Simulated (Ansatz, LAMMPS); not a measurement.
**Squeezing and shearing glassy 63ZnO-37GeO2 (mol %) (102 atoms)**

How stiff is glassy 63ZnO-37GeO2 (mol %) (102 atoms), and how do its levels respond to strain?

Method: Kohn-Sham DFT, LDA, PAW (set soft_2), plane waves, in Ansatz 0.2.0.

## (1) The structure

The cell holds 102 atoms: 27 Zn, 16 Ge and 59 O. Cell: a = 11.178 Å, b = 11.178 Å, c = 11.178 Å, α = 90.0°, β = 90.0°, γ = 90.0°. 102 atoms (27 Zn, 16 Ge, 59 O) placed at random at 4.43 g/cm³, melted at 4000 K for 10 ps at fixed volume with the Morse and Coulomb pair potential with partial charges (Pedone, Malavasi, Menziani, Cormack and Segre, J. Phys. Chem. B 110, 11780 (2006)). Quenched from 4000 K to 300 K at 50 K/ps and fixed volume, held 10 ps at zero pressure, then minimised at fixed cell.

What the set-up can't give: The quench rate of 50 K/ps is many orders above laboratory rates, so the cell is likely richer in defects and strain than a real sample. The starting topology of bonds comes from the classical model, and needn't be the one that DFT or experiment would give. Only the Γ point is sampled.

## (2) Single point at the start

A single point comes first, to see the forces before anything moves.

input.yaml reads:

```yaml
crystal:
  lattice:
    - [11.17787, 0.0, 0.0]
    - [0.0, 11.17787, 0.0]
    - [0.0, 0.0, 11.17787]
  atoms:
    - { symbol: Zn, position: [0.41333, 0.29616, 0.2425] }
    - { symbol: Zn, position: [0.5357, 0.80023, 0.32437] }
    - { symbol: Zn, position: [0.77553, 0.52104, 0.07204] }
    - { symbol: Zn, position: [0.75978, 0.06455, 0.47162] }
    - { symbol: Zn, position: [0.39697, 0.1847, 0.50067] }
    - { symbol: Zn, position: [0.48569, 0.31203, 0.97836] }
    - { symbol: Zn, position: [0.79711, 0.82037, 0.63665] }
    - { symbol: Zn, position: [0.25826, 0.4936, 0.24371] }
    - { symbol: Zn, position: [0.23009, 0.87837, 0.23639] }
    - { symbol: Zn, position: [0.98238, 0.44276, 0.36348] }
    - { symbol: Zn, position: [0.06592, 0.03013, 0.09418] }
    - { symbol: Zn, position: [0.27, 0.37587, 0.45242] }
    - { symbol: Zn, position: [0.90288, 0.59671, 0.57261] }
    - { symbol: Zn, position: [0.65432, 0.29807, 0.39832] }
    - { symbol: Zn, position: [0.81511, 0.65103, 0.80313] }
    - { symbol: Zn, position: [0.01229, 0.23148, 0.95796] }
    - { symbol: Zn, position: [0.30621, 0.3277, 0.72845] }
    - { symbol: Zn, position: [0.57254, 0.71088, 0.56353] }
    - { symbol: Zn, position: [0.08914, 0.83669, 0.6255] }
    - { symbol: Zn, position: [0.58127, 0.12711, 0.22612] }
    - { symbol: Zn, position: [0.04195, 0.66616, 0.32333] }
    - { symbol: Zn, position: [0.71217, 0.57422, 0.3726] }
    - { symbol: Zn, position: [0.00866, 0.49122, 0.08182] }
    - { symbol: Zn, position: [0.13783, 0.19054, 0.32033] }
    - { symbol: Zn, position: [0.31568, 0.62416, 0.72612] }
    - { symbol: Zn, position: [0.0388, 0.93488, 0.37584] }
    - { symbol: Zn, position: [0.8417, 0.79936, 0.39392] }
    - { symbol: Ge, position: [0.71441, 0.38792, 0.82668] }
    - { symbol: Ge, position: [0.62056, 0.89814, 0.09727] }
    - { symbol: Ge, position: [0.08055, 0.51471, 0.82482] }
    - { symbol: Ge, position: [0.27195, 0.11713, 0.8692] }
    - { symbol: Ge, position: [0.71587, 0.11483, 0.91529] }
    - { symbol: Ge, position: [0.51667, 0.55429, 0.15626] }
    - { symbol: Ge, position: [0.52576, 0.44902, 0.60101] }
    - { symbol: Ge, position: [0.93692, 0.93423, 0.86349] }
    - { symbol: Ge, position: [0.88572, 0.29096, 0.59969] }
    - { symbol: Ge, position: [0.43125, 0.85347, 0.86423] }
    - { symbol: Ge, position: [0.90007, 0.78523, 0.10788] }
    - { symbol: Ge, position: [0.87318, 0.24859, 0.20435] }
    - { symbol: Ge, position: [0.57059, 0.99384, 0.67662] }
    - { symbol: Ge, position: [0.13323, 0.11683, 0.59747] }
    - { symbol: Ge, position: [0.28101, 0.69753, 0.4689] }
    - { symbol: Ge, position: [0.25168, 0.68543, 0.00163] }
    - { symbol: O, position: [0.24718, 0.31993, 0.28489] }
    - { symbol: O, position: [0.13658, 0.02472, 0.25484] }
    - { symbol: O, position: [0.96436, 0.89285, 0.01226] }
    - { symbol: O, position: [0.25638, 0.54892, 0.435] }
    - { symbol: O, position: [0.91212, 0.64048, 0.06339] }
    - { symbol: O, position: [0.5312, 0.86027, 0.97838] }
    - { symbol: O, position: [0.3477, 0.98375, 0.86795] }
    - { symbol: O, position: [0.15037, 0.12033, 0.96276] }
    - { symbol: O, position: [0.13481, 0.62327, 0.92247] }
    - { symbol: O, position: [0.56506, 0.94829, 0.23146] }
    - { symbol: O, position: [0.96194, 0.79918, 0.24686] }
    - { symbol: O, position: [0.34542, 0.72544, 0.87852] }
    - { symbol: O, position: [0.97054, 0.57995, 0.74309] }
    - { symbol: O, position: [0.68068, 0.03415, 0.0391] }
    - { symbol: O, position: [0.75029, 0.8167, 0.11099] }
    - { symbol: O, position: [0.22371, 0.81168, 0.0798] }
    - { symbol: O, position: [0.12185, 0.98251, 0.52851] }
    - { symbol: O, position: [0.59568, 0.39989, 0.72932] }
    - { symbol: O, position: [0.21283, 0.151, 0.72628] }
    - { symbol: O, position: [0.18636, 0.76756, 0.36591] }
    - { symbol: O, position: [0.4209, 0.75494, 0.44865] }
    - { symbol: O, position: [0.76761, 0.23044, 0.52093] }
    - { symbol: O, position: [0.9759, 0.26935, 0.31821] }
    - { symbol: O, position: [0.99609, 0.18474, 0.61482] }
    - { symbol: O, position: [0.87174, 0.97508, 0.38742] }
    - { symbol: O, position: [0.69363, 0.9575, 0.59396] }
    - { symbol: O, position: [0.04113, 0.39997, 0.92124] }
    - { symbol: O, position: [0.69154, 0.26692, 0.92197] }
    - { symbol: O, position: [0.82812, 0.33234, 0.73641] }
    - { symbol: O, position: [0.94126, 0.1573, 0.10242] }
    - { symbol: O, position: [0.75694, 0.5147, 0.89581] }
    - { symbol: O, position: [0.50434, 0.21256, 0.36865] }
    - { symbol: O, position: [0.67441, 0.74238, 0.41414] }
    - { symbol: O, position: [0.36075, 0.24497, 0.8733] }
    - { symbol: O, position: [0.9479, 0.41506, 0.53647] }
    [... 18 atom lines left out ...]
    - { symbol: O, position: [0.86028, 0.07028, 0.87254] }
    - { symbol: O, position: [0.44164, 0.46784, 0.25922] }
    - { symbol: O, position: [0.46574, 0.07246, 0.60572] }
    - { symbol: O, position: [0.94172, 0.77651, 0.5475] }
    - { symbol: O, position: [0.22667, 0.72419, 0.6111] }
    - { symbol: O, position: [0.73093, 0.65728, 0.64716] }
kpoints:
  mp_grid: { grid: [1, 1, 1] }
hamiltonian:
  xc: lda
scf:
  occupations: { method: gaussian, width: 0.05 }
output:
  forces: true
```

On the command line:

```bash
$ ansatz run input.yaml --threads 4 --pin off --max-ram 8192MiB --backend cpu --events-out ev --progress --plain --runs-dir out
```

The program printed:

```text
[...]
Pseudopotentials: kind: paw
Pseudopotential: Zn, paw, valence charge 12, recommended cutoff 420 eV (normal), Zn.paw.azcp
Pseudopotential: Ge, paw, valence charge 14, recommended cutoff 420 eV (normal), Ge.paw.azcp
Pseudopotential: O, paw, valence charge 6, recommended cutoff 420 eV (normal), O.paw.azcp
[...]
Crystal: 102 atoms, lattice volume = 1396.616 Å³
Basis set: ecut = 420 eV, 27201 PW (Γ)
Bands: 553, of which v1, the nominal top of the filled ones, is band 451 counted from 1 (450 counted from 0)
Symmetry: 1 space group operations
Space group: P1 (ITA 1), of the structure as read, at distance tolerance 1.1e-4 Å
k-points: 1
[...]
Initial density: superposition of atomic densities (neutral atoms: chi_scale 0, normalization atom), corrected by the library's trained network
Initial wavefunctions: pseudopotential atomic-orbital guess
[...]
SCF iter   1: F=—  HF=-187852.393019 eV  |F-HF|=—  |Δ(HF+E_count)|=         —  Δρ=1.63e-2  dr2=3.31e0  ethr=1.77e-3  ⟨swp⟩=6.0  Hψ=2083  notcnv=0  defer=57
preconditioner: auto → Resta (q_TF=auto, 2.537 Å⁻¹)  ε∞=4.4  [insulator: Δε(μ)=0.548 eV  Ē_g=16.176 eV  σ=0.050 eV  W_gap=1.00  n_scr=388 (ndim 8)  ℏωp=29.8 eV  f_vac=0.171  D(μ)=0.00/eV (n_scr^D=0)  ε∞_Penn≈4.4]
SCF iter   2: F=—  HF=-187851.498403 eV  |F-HF|=—  |Δ(HF+E_count)|=   8.95e-1  Δρ=3.83e-3  dr2=1.11e-1  ethr=3.67e-4  ⟨swp⟩=2.0  Hψ=959  notcnv=0  defer=96
SCF iter   3: F=—  HF=-187851.469676 eV  |F-HF|=—  |Δ(HF+E_count)|=   2.87e-2  Δρ=1.86e-3  dr2=4.17e-2  ethr=1.24e-5  ⟨swp⟩=2.0  Hψ=793  notcnv=0  defer=66
automatic band count: iteration 3 solves 523 bands in place of 553: the levels show a gap, and the empty bands left out lie too high to hold charge; the band table lists the bands solved (type scf.n_extra_bands for more)
SCF iter   4: F=—  HF=-187851.458794 eV  |F-HF|=—  |Δ(HF+E_count)|=   1.09e-2  Δρ=8.54e-4  dr2=1.01e-2  ethr=4.62e-6  ⟨swp⟩=2.0  Hψ=792  notcnv=0  defer=66
SCF iter   5: F=—  HF=-187851.456385 eV  |F-HF|=—  |Δ(HF+E_count)|=   2.41e-3  Δρ=2.16e-4  dr2=8.61e-4  ethr=1.12e-6  ⟨swp⟩=2.0  Hψ=813  notcnv=0  defer=66
[...]
SCF iter  10: F=—  HF=-187851.454277 eV  |F-HF|=—  |Δ(HF+E_count)|=   3.94e-7  Δρ=7.83e-6  dr2=7.86e-7  ethr=1.41e-10  ⟨swp⟩=2.0  Hψ=908  notcnv=0  defer=66
SCF iter  11: F=-187851.454277 eV  HF=-187851.454277 eV  |F-HF|=1.03e-8  |Δ(HF+E_count)|=   1.29e-7  Δρ=1.44e-6  dr2=4.42e-8  ethr=1.11e-11  ⟨swp⟩=2.0  Hψ=1788  notcnv=0
SCF 1 converged in 11 iterations: F = -187851.454277 eV  dr2 = 4.42e-8
[...]
SCF converged after 11 iterations
Free energy (F): -187851.454277 eV
Harris-Foulkes:  -187851.454277 eV  (|F-HF|=1.03e-8)
Internal energy: -187851.454277 eV  (E = F + TS)
E sigma→0 (E₀):  -187851.454277 eV
Fermi energy:    5.692421 eV
--- Per-component energies (eV) ---
[...]
Σ components = -187851.454277   (vs F -187851.454277, Δ=0.00e0)
--- Forces (eV/Å), atoms counted from 1 ---
  atom   1  Zn     0.37069855     0.40993905    -0.81295612
  atom   2  Zn    -0.19638068    -0.86294652    -0.67449569
  atom   3  Zn    -1.10590979    -0.10144179     0.59161989
  atom   4  Zn     1.23532256    -0.00496360     0.39733344
[...]
atom 102  O      0.29983893     0.28817353    -0.09383650
  max |Σ_I F_I| component: 2.56e-4 eV/Å
```

Elapsed: 7.6 s, on 4 threads of AMD EPYC 9R45, shared host; peak memory 2.2 GiB; 29 s of CPU time.

The r.m.s. force at the start is 0.75 eV/Å.

## (3) Cell and atoms relaxed

Cell and atoms are freed together, to release stress as well as forces.

input.yaml reads:

```yaml
crystal:
  lattice:
    - [11.17787, 0.0, 0.0]
    - [0.0, 11.17787, 0.0]
    - [0.0, 0.0, 11.17787]
  atoms:
    [... the 102 atom lines of step 2 ...]
kpoints:
  mp_grid: { grid: [1, 1, 1] }
hamiltonian:
  xc: lda
scf:
  occupations: { method: gaussian, width: 0.05 }
output:
  forces: true
relax:
  f_tol: 0.05
  max_steps: 150
  cell: {}
```

The program printed:

```text
[...]
Crystal: 102 atoms, lattice volume = 1396.616 Å³
Basis set: ecut = 420 eV, 27201 PW (Γ)
Bands: 553, of which v1, the nominal top of the filled ones, is band 451 counted from 1 (450 counted from 0)
Symmetry: 1 space group operations
[...]
k-points: 1
[...]
SCF iter   1: F=—  HF=-187852.393019 eV  |F-HF|=—  |Δ(HF+E_count)|=         —  Δρ=1.63e-2  dr2=3.31e0  ethr=1.77e-3  ⟨swp⟩=6.0  Hψ=2083  notcnv=0  defer=57
[...]
SCF iter  10: F=—  HF=-187851.454277 eV  |F-HF|=—  |Δ(HF+E_count)|=   3.93e-7  Δρ=7.83e-6  dr2=7.87e-7  ethr=1.41e-10  ⟨swp⟩=2.0  Hψ=908  notcnv=0  defer=96
SCF iter  11: F=-187851.454277 eV  HF=-187851.454277 eV  |F-HF|=1.05e-8  |Δ(HF+E_count)|=   1.29e-7  Δρ=1.44e-6  dr2=4.41e-8  ethr=1.11e-11  ⟨swp⟩=2.0  Hψ=1816  notcnv=0
SCF 1 converged in 11 iterations: F = -187851.454277 eV  dr2 = 4.41e-8
[...]
relax step   1: F+E_penalty+E_count = -187851.45427703 eV  Δ(F+E_penalty+E_count) = +0.000e0 eV  max|allowed force component| = 2.118e0 eV/Å  Δτ_max = 0.0000 Å  P = -3.236 GPa  Ω = 1396.616 Å³  (11 SCF iters, dr2 threshold 1.00e-7 eV, accepted)
[... from here on, the SCF cycles and remarks between the steps are left out ...]
relax step   2: F+E_penalty+E_count = -187855.78348071 eV  Δ(F+E_penalty+E_count) = -4.329e0 eV  max|allowed force component| = 1.261e0 eV/Å  Δτ_max = 0.1137 Å  P = -1.140 GPa  Ω = 1349.315 Å³  energy of the carried Pulay correction = +2.420e-1 eV  (8 SCF iters, dr2 threshold 1.02e-5 eV, accepted)
relax step   3: F+E_penalty+E_count = -187858.03647857 eV  Δ(F+E_penalty+E_count) = -2.253e0 eV  max|allowed force component| = 5.244e-1 eV/Å  Δτ_max = 0.1567 Å  P = +0.681 GPa  Ω = 1303.768 Å³  energy of the carried Pulay correction = +4.831e-1 eV  (8 SCF iters, dr2 threshold 1.02e-5 eV, accepted)
relax step   4: F+E_penalty+E_count = -187858.64868699 eV  Δ(F+E_penalty+E_count) = -6.122e-1 eV  max|allowed force component| = 4.668e-1 eV/Å  Δτ_max = 0.2000 Å  P = +0.253 GPa  Ω = 1299.310 Å³  energy of the carried Pulay correction = +5.071e-1 eV  (8 SCF iters, dr2 threshold 1.02e-5 eV, accepted)
relax step   5: F+E_penalty+E_count = -187858.86671056 eV  Δ(F+E_penalty+E_count) = -2.180e-1 eV  max|allowed force component| = 5.268e-1 eV/Å  Δτ_max = 0.1932 Å  P = -0.356 GPa  Ω = 1297.629 Å³  energy of the carried Pulay correction = +5.162e-1 eV  (8 SCF iters, dr2 threshold 1.02e-5 eV, accepted)
relax step   6: F+E_penalty+E_count = -187859.17595950 eV  Δ(F+E_penalty+E_count) = -3.092e-1 eV  max|allowed force component| = 3.465e-1 eV/Å  Δτ_max = 0.2000 Å  P = +0.067 GPa  Ω = 1293.912 Å³  energy of the carried Pulay correction = +5.363e-1 eV  (8 SCF iters, dr2 threshold 1.02e-5 eV, accepted)
relax step   7: F+E_penalty+E_count = -187859.36273129 eV  Δ(F+E_penalty+E_count) = -1.868e-1 eV  max|allowed force component| = 1.563e-1 eV/Å  Δτ_max = 0.2000 Å  P = -0.004 GPa  Ω = 1287.454 Å³  energy of the carried Pulay correction = +5.714e-1 eV  (8 SCF iters, dr2 threshold 7.50e-6 eV, accepted)
relax step   8: F+E_penalty+E_count = -187859.52564772 eV  Δ(F+E_penalty+E_count) = -1.629e-1 eV  max|allowed force component| = 1.430e-1 eV/Å  Δτ_max = 0.2000 Å  P = -0.040 GPa  Ω = 1279.067 Å³  energy of the carried Pulay correction = +6.172e-1 eV  (9 SCF iters, dr2 threshold 1.53e-6 eV, accepted)
relax step   9: F+E_penalty+E_count = -187859.61833923 eV  Δ(F+E_penalty+E_count) = -9.269e-2 eV  max|allowed force component| = 4.206e-1 eV/Å  Δτ_max = 0.1183 Å  P = -0.100 GPa  Ω = 1273.615 Å³  energy of the carried Pulay correction = +6.472e-1 eV  (8 SCF iters, dr2 threshold 1.28e-6 eV, accepted)
relax step  10: F+E_penalty+E_count = -187859.81384899 eV  Δ(F+E_penalty+E_count) = -1.955e-1 eV  max|allowed force component| = 3.219e-1 eV/Å  Δτ_max = 0.1922 Å  P = +0.211 GPa  Ω = 1266.465 Å³  energy of the carried Pulay correction = +6.867e-1 eV  (7 SCF iters, dr2 threshold 1.02e-5 eV, accepted)
relax step  11: F+E_penalty+E_count = -187859.93821856 eV  Δ(F+E_penalty+E_count) = -1.244e-1 eV  max|allowed force component| = 1.981e-1 eV/Å  Δτ_max = 0.2000 Å  P = -0.083 GPa  Ω = 1271.273 Å³  energy of the carried Pulay correction = +6.601e-1 eV  (8 SCF iters, dr2 threshold 6.47e-6 eV, accepted)
relax step  12: F+E_penalty+E_count = -187859.97399439 eV  Δ(F+E_penalty+E_count) = -3.578e-2 eV  max|allowed force component| = 1.122e-1 eV/Å  Δτ_max = 0.2000 Å  P = +0.045 GPa  Ω = 1268.371 Å³  energy of the carried Pulay correction = +6.761e-1 eV  (9 SCF iters, dr2 threshold 2.45e-6 eV, accepted)
relax step  13: F+E_penalty+E_count = -187859.93937619 eV  Δ(F+E_penalty+E_count) = +3.462e-2 eV  max|allowed force component| = 2.493e-1 eV/Å  Δτ_max = 0.2000 Å  P = +0.104 GPa  Ω = 1264.251 Å³  energy of the carried Pulay correction = +6.989e-1 eV  (9 SCF iters, dr2 threshold 7.87e-7 eV, rejected (line search))
relax step  14: F+E_penalty+E_count = -187859.87624314 eV  Δ(F+E_penalty+E_count) = +9.775e-2 eV  max|allowed force component| = 4.927e-1 eV/Å  Δτ_max = 0.0976 Å  P = +0.024 GPa  Ω = 1274.000 Å³  energy of the carried Pulay correction = +6.451e-1 eV  (14 SCF iters, rejected (line search))
relax step  15: F+E_penalty+E_count = -187859.98292856 eV  Δ(F+E_penalty+E_count) = -8.934e-3 eV  max|allowed force component| = 1.883e-2 eV/Å  Δτ_max = 0.0488 Å  P = +0.006 GPa  Ω = 1269.860 Å³  energy of the carried Pulay correction = +6.679e-1 eV  (13 SCF iters, accepted)
relax step  16: F+E_penalty+E_count = -187859.61784291 eV  Δ(F+E_penalty+E_count) = +3.651e-1 eV  max|allowed force component| = 2.031e-2 eV/Å  Δτ_max = 0.0000 Å  P = -0.489 GPa  Ω = 1269.860 Å³  stress off target by 6.55e-1 GPa  SCF on the basis re-selected at this cell (its energy is not comparable with the rows above)  (9 SCF iters)
relax step  17: F+E_penalty+E_count = -187859.67086895 eV  Δ(F+E_penalty+E_count) = -5.303e-2 eV  max|allowed force component| = 3.821e-2 eV/Å  Δτ_max = 0.0540 Å  P = -0.023 GPa  Ω = 1262.376 Å³  energy of the carried Pulay correction = +3.972e-2 eV  (8 SCF iters, dr2 threshold 1.07e-6 eV, accepted)
relax step  18: F+E_penalty+E_count = -187859.67211610 eV  Δ(F+E_penalty+E_count) = -1.247e-3 eV  max|allowed force component| = 3.485e-2 eV/Å  Δτ_max = 0.0273 Å  P = -0.036 GPa  Ω = 1262.580 Å³  energy of the carried Pulay correction = +3.854e-2 eV  (9 SCF iters, dr2 threshold 1.54e-8 eV, accepted)
relax step  19: F+E_penalty+E_count = -187859.67649179 eV  Δ(F+E_penalty+E_count) = -4.376e-3 eV  max|allowed force component| = 2.497e-2 eV/Å  Δτ_max = 0.0302 Å  P = +0.000 GPa  Ω = 1261.900 Å³  energy of the carried Pulay correction = +4.216e-2 eV  (10 SCF iters, dr2 threshold 7.54e-9 eV, accepted)
relax step  20: F+E_penalty+E_count = -187859.64295876 eV  Δ(F+E_penalty+E_count) = +3.353e-2 eV  max|allowed force component| = 2.461e-2 eV/Å  Δτ_max = 0.0000 Å  P = -0.030 GPa  Ω = 1261.900 Å³  stress off target by 6.68e-2 GPa  SCF on the basis re-selected at this cell (its energy is not comparable with the rows above)  (5 SCF iters)
relax step  21: F+E_penalty+E_count = -187859.64634312 eV  Δ(F+E_penalty+E_count) = -3.384e-3 eV  max|allowed force component| = 9.529e-3 eV/Å  Δτ_max = 0.0134 Å  P = +0.000 GPa  Ω = 1261.365 Å³  energy of the carried Pulay correction = +2.830e-3 eV  (9 SCF iters, dr2 threshold 1.12e-8 eV, accepted)
relax step  22: F+E_penalty+E_count = -187859.64567323 eV  Δ(F+E_penalty+E_count) = +6.699e-4 eV  max|allowed force component| = 9.580e-3 eV/Å  Δτ_max = 0.0000 Å  P = -0.001 GPa  Ω = 1261.365 Å³  stress off target by 5.84e-3 GPa  SCF on the basis re-selected at this cell (its energy is not comparable with the rows above)  (5 SCF iters)
[...]
SCF converged after 5 iterations
Free energy (F): -187859.645673 eV
[...]
Internal energy: -187859.645673 eV  (E = F + TS)
E sigma→0 (E₀):  -187859.645673 eV
Fermi energy:    6.971258 eV
[...]
Σ components = -187859.645673   (vs F -187859.645673, Δ=0.00e0)
--- Forces (eV/Å), atoms counted from 1 ---
  atom   1  Zn     0.00420044    -0.00031482     0.00035279
  atom   2  Zn    -0.00155212     0.00019650    -0.00320274
  atom   3  Zn     0.00029177    -0.00220781    -0.00313630
  atom   4  Zn    -0.00190720    -0.00287983    -0.00087043
[...]
atom 102  O      0.00207553    -0.00337512     0.00056848
  max |Σ_I F_I| component: 1.48e-4 eV/Å
--- Stress (GPa, compression-positive) ---
        0.004801      -0.000239       0.001589
       -0.000239      -0.003592       0.001640
        0.001589       0.001640      -0.004350
  P = ⅓ Tr σ = -0.0010 GPa (-0.010 kbar)
--- Relaxed structure (19 steps of the walk, 17 accepted, 3 SCFs on fresh bases) ---
  F+E_penalty+E_count = -187859.64567323 eV   max|allowed force component| = 9.580e-3 eV/Å   (the final SCF, on the basis selected at the relaxed cell)
  cell:  # Å, volume = 1261.3651 Å³
    - [10.423223, -0.177585, 0.084105]
    - [-0.177585, 10.907527, 0.119662]
    - [0.084105, 0.119662, 11.099723]
  atoms:
    - { symbol: Zn, position: [0.407832, 0.316969, 0.260901] }
    - { symbol: Zn, position: [0.534048, 0.786881, 0.321535] }
    - { symbol: Zn, position: [0.732552, 0.489871, 0.055966] }
    - { symbol: Zn, position: [0.826490, 0.082156, 0.469460] }
[...]
- { symbol: O, position: [0.742710, 0.667090, 0.655949] }
```

The job ended after 2.7 min (4 threads; peak memory 2.4 GiB).

The relaxation converged after 19 steps, with a largest force component of 0.0096 eV/Å.

[end of part 1 of 3]

[Long decimals in the printed logs are rounded to 6 places.]

[Logs are printed without paths, hosts, clocks, repeated set-up lines and the standing remarks that a program may print on its own settings, such as how far it seeks lower states.]

[Hosts, paths, dates, database ids (printed as entryN), source tags and the programs' standing remarks are cut or masked in the printed files.]
